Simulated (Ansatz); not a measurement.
# Work function of Ir by crystal face

How much does the work function of Ir differ between its low-index faces, and does the functional change the order?

Measured values are compiled ones, as quoted in “Anisotropic work function of elemental crystals” (2019, arxiv:1902.07811).

Set-up. Ansatz 0.2.0, plane waves with PAW datasets (its set soft_2) at their recommended cutoffs; symmetric slabs of 7 layers (11 for bcc (111)) cut at the tabulated experimental lattice constant, atoms at bulk places, 18 Å of vacuum, k-spacing 0.16 Å⁻¹ (2π included), Fermi-Dirac smearing of 0.1 eV, SCF threshold 1e-9 eV; spin-polarised where the metal is Fe, Co or Ni. The work function is the vacuum level less the Fermi level; differences are formed before rounding.

The runs side by side:

| face | atoms per nm² | LDA (eV) | PBEsol (eV) | r2SCAN (eV) | PBE (eV) | RPBE (eV) | PBE, relaxed (eV) | measured (eV) |
| --- | --- | --- | --- | --- | --- | --- | --- | --- |
| (111) | 15.7 | 5.87 | 5.64 | 5.55 | 5.50 | 5.35 | 5.50 | 5.78 |
| (100) | 13.6 | 5.90 | 5.67 | 5.62 | 5.55 | 5.39 | 5.55 | 5.96* |
| (110) | 9.6 | 5.39 | 5.14 | 5.05 | 5.03 | 4.87 | 5.01 | 5.42* |

What this shows: With PBE the work function runs from 5.55 eV on (100) to 5.03 eV on (110). (111) and (100) lie within 0.08 eV of each other, too close for slabs of this thickness to order. LDA lies 0.35 to 0.36 eV above PBE. With the layers relaxed PBE misses the measured values by 0.28 eV. Against the 1 measured value on unreconstructed faces, LDA comes nearest (error 0.09 eV), and PBE misses by 0.28 eV. PBEsol is within 0.1 eV of LDA's error, inside the spread of measured values. Relaxing all layers with PBE (forces under 0.01 eV/Å) moves the values by −0.02 to 0.00 eV.

Caveats: Slabs this thin leave size errors that can reach a tenth of an eV or more. Compiled measured values differ between sources by a tenth of an eV or more. A star marks a face that reconstructs in experiment, which these slabs don't, so it is no test. The functionals share one unrelaxed geometry at the tabulated experimental lattice constant; the relaxed column keeps that in-plane lattice, which is not PBE's own. Spin-orbit coupling is left out.
